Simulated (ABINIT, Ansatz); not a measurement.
# Quasiparticle gap of Si3N4 (Fd-3m) in ABINIT, part 2 of 3

Aim: the G0W0 gap of Si3N4 (Fd-3m) on PBE, step by step.

ABINIT 10.8.3; PBE and many-body steps on it, plane waves. Known limits of the many-body steps: not at the basis limit.

So far. Step 2 (Ground state): The gap is indirect, with the least direct gap 0.008 eV higher.

## Step 3: Bands along the symmetry lines

Level of this step: DFT, PBE, plane waves, norm-conserving pseudopotentials (ABINIT).

Levels along a band path, at the cheap level, show where the edges lie and whether the meshes to come will hold them.

Contents of run.abi:

```
acell 3*1.0 Angstrom
rprim 
  -0.000000000000 3.893718000000 3.893718000000
  3.893718000000 0.000000000000 3.893718000000
  3.893718000000 3.893718000000 -0.000000000000
ntypat 2
znucl 14 7
natom 14
typat 1 1 1 1 1 1 2 2 2 2 2 2 2 2
xred 
  0.125000000000 0.125000000000 0.625000000000
  0.125000000000 0.625000000000 0.125000000000
  0.625000000000 0.125000000000 0.125000000000
  0.125000000000 0.125000000000 0.125000000000
  0.750000000000 0.750000000000 0.750000000000
  0.500000000000 0.500000000000 0.500000000000
  0.367563000000 0.367563000000 0.367563000000
  0.352689000000 0.882437000000 0.882437000000
  0.882437000000 0.882437000000 0.352689000000
  0.882437000000 0.352689000000 0.882437000000
  0.367563000000 0.367563000000 0.897311000000
  0.367563000000 0.897311000000 0.367563000000
  0.882437000000 0.882437000000 0.882437000000
  0.897311000000 0.367563000000 0.367563000000
pp_dirpath "pseudos"
pseudos "Si.upf, N.upf"
ecut 36
iscf -2
irdden 1
kptopt 0
nkpt 26
kpt 
  0.00000000 0.00000000 0.00000000
  0.12500000 0.00000000 0.12500000
  0.25000000 0.00000000 0.25000000
  0.37500000 0.00000000 0.37500000
  0.50000000 0.00000000 0.50000000
  0.53125000 0.06250000 0.53125000
  0.56250000 0.12500000 0.56250000
  0.59375000 0.18750000 0.59375000
  0.62500000 0.25000000 0.62500000
  0.37500000 0.37500000 0.75000000
  0.28125000 0.28125000 0.56250000
  0.18750000 0.18750000 0.37500000
  0.09375000 0.09375000 0.18750000
  0.00000000 0.00000000 0.00000000
  0.12500000 0.12500000 0.12500000
  0.25000000 0.25000000 0.25000000
  0.37500000 0.37500000 0.37500000
  0.50000000 0.50000000 0.50000000
  0.50000000 0.43750000 0.56250000
  0.50000000 0.37500000 0.62500000
  0.50000000 0.31250000 0.68750000
  0.50000000 0.25000000 0.75000000
  0.50000000 0.18750000 0.68750000
  0.50000000 0.12500000 0.62500000
  0.50000000 0.06250000 0.56250000
  0.50000000 0.00000000 0.50000000
istwfk *1
nband 39
nbdbuf 2
tolwfr 1e-08
nstep 40
prtwf 0
prtvol 0
indata_prefix "in"
outdata_prefix "out"
tmpdata_prefix "tmp"
```

Run with:

```bash
$ OMP_NUM_THREADS=1 mpirun -n 16 abinit run.abi > log
```

Numbers of over 12 decimals in the logs are rounded to 6 here.

Log:

```text
.Version 10.8.3 of ABINIT. v10.8.2 released Aug 2026.

 Symmetries : space group Fd -3 m (#227); Bravais cF (face-center cubic)
[... echo of the input left out ...]
== DATASET  1 ==================================================================
-   mpi_nproc: 16, omp_nthreads: 1 (-1 if OMP is not activated)
-    --> not optimal distribution: autoparal keyword recommended in input file <--

--- !DatasetInfo
iteration_state: {dtset: 1, }
dimensions: {natom: 14, nkpt: 26, mband: 39, nsppol: 1, nspinor: 1, nspden: 1, mpw: 8248, }
cutoff_energies: {ecut:  36.0, pawecutdg:  -1.0, }
electrons: {nelect:   6.40000000E+01, charge:   0.00000000E+00, occopt:   1.00000000E+00, tsmear:   1.00000000E-02, }

 Real(R)+Recip(G) space primitive vectors, cartesian coordinates (Bohr,Bohr^-1):
 R(1)=  0.0000000  7.3580606  7.3580606  G(1)= -0.0679527  0.0679527  0.0679527
 R(2)=  7.3580606  0.0000000  7.3580606  G(2)=  0.0679527 -0.0679527  0.0679527
 R(3)=  7.3580606  7.3580606  0.0000000  G(3)=  0.0679527  0.0679527 -0.0679527
 Unit cell volume ucvol=  7.9674635E+02 bohr^3
 Angles (23,13,12)=  6.00000000E+01  6.00000000E+01  6.00000000E+01 degrees

 getcut: wavevector=  0.0000  0.0000  0.0000  ngfft=  60  60  60
         ecut(hartree)=     36.000   => boxcut(ratio)=   2.13480

--- Pseudopotential description ------------------------------------------------
- Si Generated using ONCVPSP code by D. R. Hamann
- 14.00000   4.00000  171031                  znucl, zion, pspdat
12 -101130 2 -1 1510                          pspcod,pspxc,lmax,lloc,mmax
     nproj     2     2     2
  pspatm : epsatm=    9.34321561
         --- l  ekb(1:nproj) -->
             0    5.168965    0.829883
             1    2.571282    0.578307
             2   -2.427311   -0.488097
 pspatm: atomic psp has been read  and splines computed

- N Generated using ONCVPSP code by D. R. Hamann
-  7.00000   5.00000  171031                  znucl, zion, pspdat
12 -101130 1 -1 1058                          pspcod,pspxc,lmax,lloc,mmax
     nproj     2     2     0
  pspatm : epsatm=    5.20977870
         --- l  ekb(1:nproj) -->
[...]
pspatm: atomic psp has been read  and splines computed

--------------------------------------------------------------------------------

================================================================================
 prteigrs : about to open file out_EIG
 Non-SCF case, kpt    1 (  0.00000  0.00000  0.00000), residuals and eigenvalues=
  2.95E-09  6.34E-09  4.07E-09  5.55E-09  9.89E-09  4.03E-09  5.17E-09  8.32E-09
  9.00E-09  6.45E-09  1.49E-09  2.03E-09  4.72E-09  3.79E-09  8.48E-09  2.81E-09
  5.99E-09  9.84E-09  3.88E-09  4.54E-09  7.89E-09  4.45E-09  5.92E-09  8.03E-09
[...]
3.34E-09  6.25E-09  8.92E-09  6.71E-09  3.73E-09  1.79E-06  1.19E-05
 -4.0774E-01 -2.8748E-01 -2.5359E-01 -2.5359E-01 -2.5359E-01 -2.1825E-01
[...]
lattice_vectors:
- [ -0.0000000,   7.3580606,   7.3580606, ]
- [  7.3580606,   0.0000000,   7.3580606, ]
- [  7.3580606,   7.3580606,  -0.0000000, ]
lattice_lengths: [  10.40587,   10.40587,   10.40587, ]
lattice_angles: [ 60.000,  60.000,  60.000, ] # degrees, (23, 13, 12)
lattice_volume:   7.9674635E+02
convergence: {deltae:  0.000E+00, res2:  0.000E+00, residm:  9.995E-09, diffor:  0.000E+00, }
etotal    :  -1.08862350E+02
entropy   :   0.00000000E+00
fermie    :   2.79938553E-01
cartesian_stress_tensor: null
pressure_GPa: null
xred      :
- [  1.2500E-01,   1.2500E-01,   6.2500E-01, Si]
- [  1.2500E-01,   6.2500E-01,   1.2500E-01, Si]
- [  6.2500E-01,   1.2500E-01,   1.2500E-01, Si]
- [  1.2500E-01,   1.2500E-01,   1.2500E-01, Si]
- [  7.5000E-01,   7.5000E-01,   7.5000E-01, Si]
- [  5.0000E-01,   5.0000E-01,   5.0000E-01, Si]
- [  3.6756E-01,   3.6756E-01,   3.6756E-01,  N]
- [  3.5269E-01,   8.8244E-01,   8.8244E-01,  N]
- [  8.8244E-01,   8.8244E-01,   3.5269E-01,  N]
[...]
- [  8.8244E-01,   8.8244E-01,   8.8244E-01,  N]
- [  8.9731E-01,   3.6756E-01,   3.6756E-01,  N]
cartesian_forces: null
force_length_stats: {min: null, max: null, mean: null, }

 Integrated electronic density in atomic spheres:
 ------------------------------------------------
 Atom  Sphere_radius  Integrated_density
[...]
================================================================================

 ----iterations are completed or convergence reached----

 Mean square residual over all n,k,spin=   59.443E-10; max=  99.945E-10
 reduced coordinates (array xred) for   14 atoms
[...]
0.882437000000      0.882437000000      0.882437000000
       0.897311000000      0.367563000000      0.367563000000

 cartesian coordinates (angstrom) at end:
    1      2.920288     2.920288     0.973429
    2      2.920288     0.973429     2.920288
    3      0.973429     2.920288     2.920288
[...]
13      6.871922     6.871922     6.871922
   14      2.862373     4.925063     4.925063
 length scales=  1.889726125908  1.889726125908  1.889726125908 bohr
              =  1.000000000000  1.000000000000  1.000000000000 angstroms
 prteigrs : about to open file out_EIG
 Eigenvalues (hartree) for nkpt=  26  k points:
 kpt#   1, nband= 39, wtk=  1.00000, kpt=  0.0000  0.0000  0.0000 (reduced coord)
[...]
kpt#   2, nband= 39, wtk=  1.00000, kpt=  0.1250  0.0000  0.1250 (reduced coord)
[...]
kpt#   3, nband= 39, wtk=  1.00000, kpt=  0.2500  0.0000  0.2500 (reduced coord)
[...]
kpt#  25, nband= 39, wtk=  1.00000, kpt=  0.5000  0.0625  0.5625 (reduced coord)
[...]
0.52636    0.52636    0.53636    0.53636    0.56698    0.56698    0.60829
 kpt#  26, nband= 39, wtk=  1.00000, kpt=  0.5000  0.0000  0.5000 (reduced coord)
[...]
0.10872    0.10872    0.11768    0.11768    0.13033    0.13033    0.14770    0.14770
   0.21181    0.21181    0.22015    0.22015    0.24059    0.24059    0.26531    0.26531
   0.52535    0.52535    0.53663    0.53663    0.56648    0.56648    0.60967

== END DATASET(S) ==============================================================
================================================================================

 -outvars: echo values of variables after computation  --------
            nband          39
             nkpt          26
          spgroup         227
 [... the other variables as echoed above ...]

 Calculation completed.
```

It took 57 s on 16 MPI ranks of Arm Neoverse N1, shared host; peak memory 1.4 GiB; 14 min of CPU time.

Numbers from this step:

| Quantity | Value |
| --- | --- |
| gap | 3.370 eV |
| k of the valence top | 0.1875, 0.1875, 0.375 |
| k of the conduction bottom | 0, 0, 0 |
| least direct gap | 3.407 eV |

The gap is 3.370 eV, −0.028 eV from the run before at this level.

The electronic bands at the labelled points (eV, zero at the top of the highest filled band):

```
    point  band 29  band 30  band 31  band 32  band 33  band 34  band 35  band 36
        Γ    -0.16    -0.04    -0.04    -0.04     3.37     3.37     3.37     4.91
  halfway    -0.58    -0.56    -0.56    -0.26     4.41     4.96     4.96     6.00
        X    -1.10    -1.10    -0.43    -0.43     6.65     6.65     6.96     6.96
  halfway    -1.28    -1.15    -0.60    -0.35     6.63     6.68     6.96     6.99
        U    -1.44    -1.20    -0.96    -0.22     6.22     6.67     6.94     7.15
jump to K    -1.44    -1.20    -0.96    -0.22     6.22     6.67     6.94     7.15
  halfway    -0.76    -0.74    -0.58     0.00     4.56     4.73     4.94     6.33
        Γ    -0.16    -0.04    -0.04    -0.04     3.37     3.37     3.37     4.91
  halfway    -0.49    -0.44    -0.14    -0.14     4.11     4.37     4.37     5.99
        L    -0.47    -0.47    -0.34    -0.34     4.95     5.79     5.79     6.27
  halfway    -1.23    -1.12    -0.41    -0.34     5.67     6.26     6.34     6.89
        W    -1.04    -1.04    -0.73    -0.73     6.66     6.66     7.17     7.17
  halfway    -1.25    -1.25    -0.53    -0.53     6.70     6.70     6.99     6.99
        X    -1.10    -1.10    -0.43    -0.43     6.65     6.65     6.96     6.96
```

## Step 4: Empty states on the mesh, 4×4×4 mesh, 941 bands

The sums over transitions need many empty states on a uniform mesh; this step solves for them.

Contents of run.abi:

```
acell 3*1.0 Angstrom
rprim 
  -0.000000000000 3.893718000000 3.893718000000
  3.893718000000 0.000000000000 3.893718000000
  3.893718000000 3.893718000000 -0.000000000000
ntypat 2
znucl 14 7
natom 14
typat 1 1 1 1 1 1 2 2 2 2 2 2 2 2
xred 
  0.125000000000 0.125000000000 0.625000000000
  0.125000000000 0.625000000000 0.125000000000
  0.625000000000 0.125000000000 0.125000000000
  0.125000000000 0.125000000000 0.125000000000
  0.750000000000 0.750000000000 0.750000000000
  0.500000000000 0.500000000000 0.500000000000
  0.367563000000 0.367563000000 0.367563000000
  0.352689000000 0.882437000000 0.882437000000
  0.882437000000 0.882437000000 0.352689000000
  0.882437000000 0.352689000000 0.882437000000
  0.367563000000 0.367563000000 0.897311000000
  0.367563000000 0.897311000000 0.367563000000
  0.882437000000 0.882437000000 0.882437000000
  0.897311000000 0.367563000000 0.367563000000
pp_dirpath "pseudos"
pseudos "Si.upf, N.upf"
ecut 36
ngkpt 4 4 4
nshiftk 1
shiftk 0 0 0
kptopt 1
chksymbreak 0
iscf -2
irdden 1
istwfk *1
nband 941
nbdbuf 84
tolwfr 1e-09
nstep 60
prtvol 0
indata_prefix "in"
outdata_prefix "out"
tmpdata_prefix "tmp"
```

Run with:

```bash
$ OMP_NUM_THREADS=2 mpirun -n 8 abinit run.abi > log
```

Log:

```text
.Version 10.8.3 of ABINIT. v10.8.2 released Aug 2026.

 Symmetries : space group Fd -3 m (#227); Bravais cF (face-center cubic)
[... echo of the input left out ...]
== DATASET  1 ==================================================================
-   mpi_nproc: 8, omp_nthreads: 2 (-1 if OMP is not activated)

--- !DatasetInfo
iteration_state: {dtset: 1, }
dimensions: {natom: 14, nkpt: 8, mband: 941, nsppol: 1, nspinor: 1, nspden: 1, mpw: 8242, }
cutoff_energies: {ecut:  36.0, pawecutdg:  -1.0, }
electrons: {nelect:   6.40000000E+01, charge:   0.00000000E+00, occopt:   1.00000000E+00, tsmear:   1.00000000E-02, }

 Real(R)+Recip(G) space primitive vectors, cartesian coordinates (Bohr,Bohr^-1):
 R(1)=  0.0000000  7.3580606  7.3580606  G(1)= -0.0679527  0.0679527  0.0679527
 R(2)=  7.3580606  0.0000000  7.3580606  G(2)=  0.0679527 -0.0679527  0.0679527
 R(3)=  7.3580606  7.3580606  0.0000000  G(3)=  0.0679527  0.0679527 -0.0679527
 Unit cell volume ucvol=  7.9674635E+02 bohr^3
 Angles (23,13,12)=  6.00000000E+01  6.00000000E+01  6.00000000E+01 degrees

 getcut: wavevector=  0.0000  0.0000  0.0000  ngfft=  60  60  60
         ecut(hartree)=     36.000   => boxcut(ratio)=   2.13480

--- Pseudopotential description ------------------------------------------------
- Si Generated using ONCVPSP code by D. R. Hamann
- 14.00000   4.00000  171031                  znucl, zion, pspdat
12 -101130 2 -1 1510                          pspcod,pspxc,lmax,lloc,mmax
     nproj     2     2     2
  pspatm : epsatm=    9.34321561
         --- l  ekb(1:nproj) -->
             0    5.168965    0.829883
             1    2.571282    0.578307
             2   -2.427311   -0.488097
 pspatm: atomic psp has been read  and splines computed

- N Generated using ONCVPSP code by D. R. Hamann
-  7.00000   5.00000  171031                  znucl, zion, pspdat
12 -101130 1 -1 1058                          pspcod,pspxc,lmax,lloc,mmax
     nproj     2     2     0
  pspatm : epsatm=    5.20977870
         --- l  ekb(1:nproj) -->
[...]
pspatm: atomic psp has been read  and splines computed

--------------------------------------------------------------------------------

================================================================================
 prteigrs : about to open file out_EIG
 Non-SCF case, kpt    1 (  0.00000  0.00000  0.00000), residuals and eigenvalues=
  9.38E-11  8.43E-11  6.63E-11  1.16E-10  1.33E-10  6.98E-11  8.68E-11  1.49E-10
  2.02E-10  3.08E-10  1.67E-10  2.21E-10  2.22E-10  2.17E-10  3.07E-10  3.52E-10
  4.15E-10  4.72E-10  3.09E-10  4.48E-10  5.19E-10  5.06E-10  5.08E-10  6.68E-10
[...]
3.08E-03  1.18E-03  1.54E-03  3.50E-03  5.62E-03
 -4.0774E-01 -2.8748E-01 -2.5359E-01 -2.5359E-01 -2.5359E-01 -2.1825E-01
 -2.1825E-01 -2.1825E-01 -1.0302E-01 -6.5331E-02 -4.4282E-02 -4.4282E-02
 -4.4282E-02  1.7590E-02  1.7590E-02  1.2796E-01  1.2796E-01  1.2796E-01
[...]
7.8986E+00  7.8993E+00  7.9042E+00  7.9044E+00  7.9064E+00  7.9204E+00
  7.9230E+00  7.9475E+00  7.9491E+00  7.9515E+00  7.9583E+00  7.9654E+00
  7.9711E+00  7.9838E+00  7.9923E+00  7.9981E+00  8.0062E+00
 prteigrs : prtvol=0 or 1, do not print more k-points.

--- !ResultsGS
iteration_state: {dtset: 1, }
comment   : Summary of ground state results
lattice_vectors:
- [ -0.0000000,   7.3580606,   7.3580606, ]
- [  7.3580606,   0.0000000,   7.3580606, ]
- [  7.3580606,   7.3580606,  -0.0000000, ]
lattice_lengths: [  10.40587,   10.40587,   10.40587, ]
lattice_angles: [ 60.000,  60.000,  60.000, ] # degrees, (23, 13, 12)
lattice_volume:   7.9674635E+02
convergence: {deltae:  0.000E+00, res2:  0.000E+00, residm:  9.970E-10, diffor:  0.000E+00, }
etotal    :  -1.08862350E+02
entropy   :   0.00000000E+00
fermie    :   2.79938553E-01
cartesian_stress_tensor: null
pressure_GPa: null
xred      :
- [  1.2500E-01,   1.2500E-01,   6.2500E-01, Si]
- [  1.2500E-01,   6.2500E-01,   1.2500E-01, Si]
- [  6.2500E-01,   1.2500E-01,   1.2500E-01, Si]
- [  1.2500E-01,   1.2500E-01,   1.2500E-01, Si]
- [  7.5000E-01,   7.5000E-01,   7.5000E-01, Si]
- [  5.0000E-01,   5.0000E-01,   5.0000E-01, Si]
- [  3.6756E-01,   3.6756E-01,   3.6756E-01,  N]
- [  3.5269E-01,   8.8244E-01,   8.8244E-01,  N]
- [  8.8244E-01,   8.8244E-01,   3.5269E-01,  N]
[...]
- [  8.8244E-01,   8.8244E-01,   8.8244E-01,  N]
- [  8.9731E-01,   3.6756E-01,   3.6756E-01,  N]
cartesian_forces: null
force_length_stats: {min: null, max: null, mean: null, }

 Integrated electronic density in atomic spheres:
 ------------------------------------------------
 Atom  Sphere_radius  Integrated_density
[...]
================================================================================

 ----iterations are completed or convergence reached----

 Mean square residual over all n,k,spin=   35.312E-11; max=  99.702E-11
 reduced coordinates (array xred) for   14 atoms
[...]
0.882437000000      0.882437000000      0.882437000000
       0.897311000000      0.367563000000      0.367563000000

 cartesian coordinates (angstrom) at end:
    1      2.920288     2.920288     0.973429
    2      2.920288     0.973429     2.920288
    3      0.973429     2.920288     2.920288
[...]
13      6.871922     6.871922     6.871922
   14      2.862373     4.925063     4.925063
 length scales=  1.889726125908  1.889726125908  1.889726125908 bohr
              =  1.000000000000  1.000000000000  1.000000000000 angstroms
 prteigrs : about to open file out_EIG
 Eigenvalues (hartree) for nkpt=   8  k points:
 kpt#   1, nband=941, wtk=  0.01563, kpt=  0.0000  0.0000  0.0000 (reduced coord)
[...]
7.82614    7.82617    7.82620    7.89844    7.89856    7.89934    7.90416    7.90444
   7.90637    7.92038    7.92297    7.94748    7.94914    7.95145    7.95833    7.96536
   7.97108    7.98380    7.99230    7.99811    8.00620
 prteigrs : prtvol=0 or 1, do not print more k-points.

== END DATASET(S) ==============================================================
================================================================================

 -outvars: echo values of variables after computation  --------
            nband         941
             nkpt           8
          spgroup         227
 [... the other variables as echoed above ...]

 Calculation completed.
```

Run time: 39 min. Hardware: 8 MPI ranks; peak memory 2 GiB.

Numbers from this step:

* gap: 3.398 eV
* k of the valence top: -0.25, 0.25, 0
* k of the conduction bottom: 0, 0, 0
* least direct gap: 3.407 eV
* k points computed: 8
* lowest point of the top converged band, above the valence top: 191.8030 eV

On this mesh the gap is 3.398 eV.

## Step 5: Screening, 4×4×4 mesh, 368 bands, screening to 212.2 eV

The RPA dielectric matrix is built and inverted for each q.

This step: RPA screening on PBE, plane waves, norm-conserving pseudopotentials.

run.abi: that of step 4 with these lines changed.

```diff
@@ -32,10 +32,11 @@
 chksymbreak 0
-iscf -2
-irdden 1
 istwfk *1
-nband 941
-nbdbuf 84
-tolwfr 1e-09
-nstep 60
-prtvol 0
+occopt 1
+irdwfk 1
+optdriver 3
+nband 368
+ecuteps 7.8
+inclvkb 2
+awtr 1
+symchi 1
 indata_prefix "in"
```

Run with:

```bash
$ OMP_NUM_THREADS=1 mpirun -n 16 abinit run.abi > log
```

Log:

```text
.Version 10.8.3 of ABINIT. v10.8.2 released Aug 2026.

 Symmetries : space group Fd -3 m (#227); Bravais cF (face-center cubic)
[... echo of the input left out ...]
== DATASET  1 ==================================================================
-   mpi_nproc: 16, omp_nthreads: 1 (-1 if OMP is not activated)

--- !DatasetInfo
iteration_state: {dtset: 1, }
dimensions: {natom: 14, nkpt: 8, mband: 368, nsppol: 1, nspinor: 1, nspden: 1, mpw: 8242, }
cutoff_energies: {ecut:  36.0, pawecutdg:  -1.0, }
electrons: {nelect:   6.40000000E+01, charge:   0.00000000E+00, occopt:   1.00000000E+00, tsmear:   1.00000000E-02, }

 SCREENING: Calculation of the susceptibility and dielectric matrices

 Based on a program developped by R.W. Godby, V. Olevano, G. Onida, and L. Reining.
 Incorporated in ABINIT by V. Olevano, G.-M. Rignanese, and M. Torrent.
.Using double precision arithmetic ; gwpc =  8

[... cell and pseudopotentials left out ...]
--------------------------------------------------------------------------------

 ==== K-mesh for the wavefunctions ====
 Number of points in the irreducible wedge :     8
[... list of points left out ...]
 Together with 48 symmetry operations and time-reversal symmetry
 yields    64 points in the full Brillouin Zone.

 ==== Q-mesh for the screening function ====
 Number of points in the irreducible wedge :     8
[... list of points left out ...]
 Together with 48 symmetry operations and time-reversal symmetry
 yields    64 points in the full Brillouin Zone.

 setmesh: FFT mesh size selected  =    48x   48x   48
          total number of points  =       110592

 vcoul_init : cutoff-mode = AUXILIARY_FUNCTION
 q-points for optical limit:   1
     1)      0.000010    0.000020    0.000030

- screening: taking advantage of time-reversal symmetry
- Maximum band index for partially occupied states nbvw = 32
- Remaining bands to be divided among processors   nbcw = 336
- Number of bands treated by each node ~21

 Number of electrons calculated from density =   64.0000; Expected =   64.0000
 average of density, n =  0.080327
 r_s =    1.4378
 omega_plasma =   27.3392 [eV]

 calculating chi0 at frequencies [eV] :
  1    0.000000E+00    0.000000E+00
  2    0.000000E+00    2.733918E+01

--------------------------------------------------------------------------------
  q-point number  1        q = ( 0.000000, 0.000000, 0.000000) [r.l.u.]
--------------------------------------------------------------------------------
[... chi0 elements left out ...]
 For q-point:  0.000010 0.000020 0.000030
  dielectric constant =   4.9856
  dielectric constant without local fields =   5.4332

  Average fulfillment of the sum rule on Im[epsilon] for q-point    1 :     82.82  [%]
[... wings left out ...]
  q-point number  2        q = ( 0.250000, 0.000000, 0.000000) [r.l.u.]
--------------------------------------------------------------------------------
[... chi0 elements left out ...]
  Average fulfillment of the sum rule on Im[epsilon] for q-point    2 :     87.70  [%]

 [... 6 further q-points ...]
```

Wall time 29 min (16 MPI ranks); peak memory 17 GiB.

This step gave:

```yaml
eps_infinity_with_local_fields_on_this_mesh_along_the_program_s_q_direction: 4.986
the_same_without_local_fields: 5.433
plasma_frequency: 27.34 eV
plane_waves_in_the_screening_matrix: 869
```

Local fields lower ε∞ by 8 %.

(Continued in part 3 of 3.)

[Paths, hosts, dates, memory and timing lines, banners, echoed tables and standing remarks are left out of the program output.]

[Logs are printed without paths, hosts, clocks, repeated set-up lines and the standing remarks that a program may print on its own settings, such as how far it seeks lower states.]

[Runs of the session that timed out or met a known fault of the program may be left out.]

[Hosts, paths, dates, database ids (printed as entryN), source tags and the programs' standing remarks are cut or masked in the printed files.]

[G0W0 gaps are taken among the corrected bands and points alone; a level outside them can change the order at an edge.]

[Where Ansatz stands beside ABINIT at settings called matched, ABINIT's density can come from a denser mesh and the files from another edition; pairs whose starting gaps differed by over 0.03 eV were left out, so agreement reads better than it is.]
